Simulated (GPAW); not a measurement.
# Geometry or basis: what sets the conductance of a Mo chain with CO on top of one atom, part 2 of 2

How well does a Mo chain with CO on top of one atom conduct once its atoms have relaxed, and how much do cheaper levels lose?

GPAW 26.7.0; GPAW LCAO, PAW setups; relaxation of the junction within the symmetry of its start, lead ends held (the session's first sound run).

So far, transmission at the Fermi level (one spin): step 3 (double-zeta polarised basis, PBE, GPAW) 3.68; step 4 (basis szp(dzp), PBE, GPAW) 3.66; step 5 (basis sz(dzp), PBE, GPAW) 3.68; step 6 (RPBE) 3.67; step 7 (the structure as built: geometry = "as built", PBE, GPAW) 4.41.

## (9) Comparison (continued)

Ladder, by row:

```tsv
step	code	T at the Fermi level (sum over the listed spins)	conductance (G0)	r.m.s. T(E) from the first	wall time (s)	peak memory (GiB)	threads
dzp	GPAW	3.68	3.675	0	416.3	2.32	1
szp	GPAW	3.659	3.652	0.2127	238.5	2.2	1
sz	GPAW	3.677	3.67	0.2049	193.3	2.09	1
dzp-RPBE	GPAW	3.672	3.666	0.04742	443.9	2.33	1
asbuilt	GPAW	4.407	4.404	1.173	472.1	2.32	1
```

Transmission, zone mean, sum over the listed spins against energy, zero at the Fermi level:

```tsv
energy (eV)	dzp	szp	sz	dzp-RPBE	asbuilt
-2.000	1.01	0.952	0.944	1.01	2.93
-1.800	1.09	1.04	1.05	1.09	2.93
-1.600	1.32	1.26	1.29	1.32	2.93
-1.400	2.15	1.65	1.70	2.15	3.00
-1.200	2.45	2.41	2.44	2.45	3.07
-1.000	2.54	2.50	2.52	2.52	3.61
-0.800	2.41	2.29	2.36	2.38	3.92
-0.600	2.84	2.70	2.72	2.80	4.18
-0.400	3.09	2.94	2.97	3.05	4.32
-0.200	3.47	3.39	3.41	3.45	4.40
0.000	3.68	3.66	3.68	3.67	4.41
0.125	3.71	3.70	3.72	3.70	4.35
0.150	3.70	3.70	3.72	3.70	4.34
0.200	3.70	3.69	3.71	3.70	4.30
0.400	3.62	3.58	3.59	3.62	4.18
0.600	3.43	3.35	3.36	3.43	4.10
0.800	3.13	3.05	3.06	3.13	4.03
1.000	2.89	2.82	2.83	2.88	3.96
1.200	2.81	2.77	2.78	2.81	3.88
1.400	2.28	2.29	2.28	2.28	3.78
1.600	2.42	2.19	2.20	2.37	3.52
1.800	1.79	1.88	1.77	1.92	3.14
2.000	0.959	1.66	2.18	0.948	2.51
```

## (10) Basis sz(dzp), broadening 0.05

A smaller basis is cheaper in every inversion. The broadening keeps the Green's functions finite; too large a value absorbs electrons where channels are open and leaks them where none are.

This step: GPAW LCAO, PAW setups; Landauer transmission from Green's functions with principal layers (ASE), zero bias (GPAW 26.7.0).

File run.py:

```python
import json
import numpy as np
from ase import Atoms
from ase.transport.calculators import TransportCalculator
from gpaw import GPAW, FermiDirac
from gpaw.lcao.tools import get_lcao_hamiltonian
from scipy.linalg import eigh

# The junction with lead layers at both ends, along the third cell vector
device = Atoms(
    ['Mo', 'Mo', 'Mo', 'Mo', 'Mo', 'Mo', 'Mo', 'Mo', 'Mo', 'C', 'O', 'Mo', 'Mo', 'Mo', 'Mo', 'Mo', 'Mo', 'Mo', 'Mo'],
    positions=[
        [4.50000, 4.50000, 1.12500],
        [4.50000, 4.50000, 3.37500],
        [4.50000, 4.50000, 5.62500],
        [4.50000, 4.50000, 7.87500],
        [4.50000, 4.50000, 10.12500],
        [4.50000, 4.50000, 12.37500],
        [4.50000, 4.50000, 14.62500],
        [5.44469, 4.50000, 16.67309],
        [4.64725, 4.50000, 19.12500],
        [6.54334, 4.50000, 19.12500],
        [7.75835, 4.50000, 19.12500],
        [5.44469, 4.50000, 21.57691],
        [4.50000, 4.50000, 23.62500],
        [4.50000, 4.50000, 25.87500],
        [4.50000, 4.50000, 28.12500],
        [4.50000, 4.50000, 30.37500],
        [4.50000, 4.50000, 32.62500],
        [4.50000, 4.50000, 34.87500],
        [4.50000, 4.50000, 37.12500]],
    cell=[[9.0, 0.0, 0.0], [0.0, 9.0, 0.0], [0.0, 0.0, 38.25]],
    pbc=True)

# One principal layer of the lead: the first 5 atoms of the device
lead = Atoms(
    ['Mo', 'Mo', 'Mo', 'Mo', 'Mo'],
    positions=[
        [4.50000, 4.50000, 1.12500],
        [4.50000, 4.50000, 3.37500],
        [4.50000, 4.50000, 5.62500],
        [4.50000, 4.50000, 7.87500],
        [4.50000, 4.50000, 10.12500]],
    cell=[[9.0, 0.0, 0.0], [0.0, 9.0, 0.0], [0.0, 0.0, 11.25]],
    pbc=True)

settings = dict(mode='lcao', basis='sz(dzp)', xc='PBE', h=0.18,
                occupations=FermiDirac(0.1), maxiter=250,
                mixer=dict(beta=0.1, nmaxold=8, weight=100.0),
                convergence=dict(density=0.0001))
energies = np.arange(-2, 2 + 1e-9, 0.025)
eta = 0.05
n1, n2 = 1, 1
# k and -k transmit alike, so half of the mesh across the current serves
mesh = [(i, j) for i in range(n1) for j in range(n2) if (i, j) <= (-i % n1, -j % n2)]
weights = np.array([1 if (i, j) == (-i % n1, -j % n2) else 2 for i, j in mesh]) / (n1 * n2)

# [... helper functions left out ...]
fermi_lead = ground_state(lead, (1, 1, 10), 'lead.txt')
fermi_device = ground_state(device, (1, 1, 2), 'device.txt')
# [... loop over the mesh left out, but for ...]
        # Shift the lead onto the potential of the device's first layer
        shift = ((H[:, 0, 0] - H0[:, 0, 0]) / S0[0, 0]).real.mean()
# [...]
kT = 8.617333e-5 * 300
bias = [0.1, 0.2, 0.5, 1.0, 1.5, 2.0]
# [... integrals and printing left out ...]
```

Launch:

```bash
OMP_NUM_THREADS=1 OPENBLAS_NUM_THREADS=1 python run.py
```

Run time: 3.2 min. Hardware: 1 thread of Arm Neoverse V1, shared host; peak memory 2.1 GiB.

The run finished with changed settings (basis = "sz(dzp)" and eta = 0.05); it serves as a test.

The two runs compared:

```tsv
quantity	this run	sound run	difference
conductance (G₀)	1.2755	3.6750	-2.40
largest coupling past the next principal layer (eV)	2.781e-5	2.799e-5	-1.8e-7
largest misfit of the first principal layer (eV)	0.019030	0.017024	0.00201
shift that aligns the lead (eV)	-5.109e-4	-0.0047358	0.00422
basis functions of the junction	229	519	-290
basis functions of a principal layer	65	145	-80
transmission at the Fermi level (one spin)	1.2780	3.6804	-2.40
```

The two runs differ clearly in the conductance: 1.28 G₀ against 3.67 G₀.

## (11) Results

| Item | Value |
| --- | --- |
| conductance | 3.67 G₀ |
| transmission at the Fermi level, mean of the spins | 3.68 |

**Reading.** In the dzp basis the junction conducts 3.67 G₀ at 300 K, with T = 3.68 a spin at the Fermi level; the sz basis reaches that conductance within 10 %. Relaxation moved atoms by up to 0.97 Å and took the conductance from 4.40 to 3.67 G₀, as a ratio a larger change than the step from dzp to the minimal basis. At the Fermi level the three most open eigenchannels pass 1.00, 0.99 and 0.99. Measured against the first run (dzp), the nearest curve is that of dzp-RPBE (r.m.s. 0.047) and the farthest that of asbuilt (1.2). Over the compared runs wall time goes from 193 s (sz) to 472 s (asbuilt), on a shared host. The leads kept an estimated spacing and the cell its length, so the junction may be under some tension or compression. The geometry comes from the orbital basis, which tends to overbind, and kept the symmetry of the start, so a structure of lower symmetry may lie lower. The run had no spin polarisation, so a magnetic state, which chains and small molecules with open shells often have, wasn't tested. An evenly spaced straight chain is an idealisation: free chains tend to dimerise, zigzag or, where a band edge lies near the Fermi level, turn magnetic. The currents use the zero-bias T(E) throughout, which holds only while the bias is small against the distance to the nearest feature. The thermopower isn't quoted: it samples T(E) farther from the Fermi level than the conductance does, and the energy grid wasn't tested for it.

[Logs are printed without paths, hosts, clocks, repeated set-up lines and the standing remarks that a program may print on its own settings, such as how far it seeks lower states.]

[Hosts, paths, dates, database ids (printed as entryN), source tags and the programs' standing remarks are cut or masked in the printed files.]
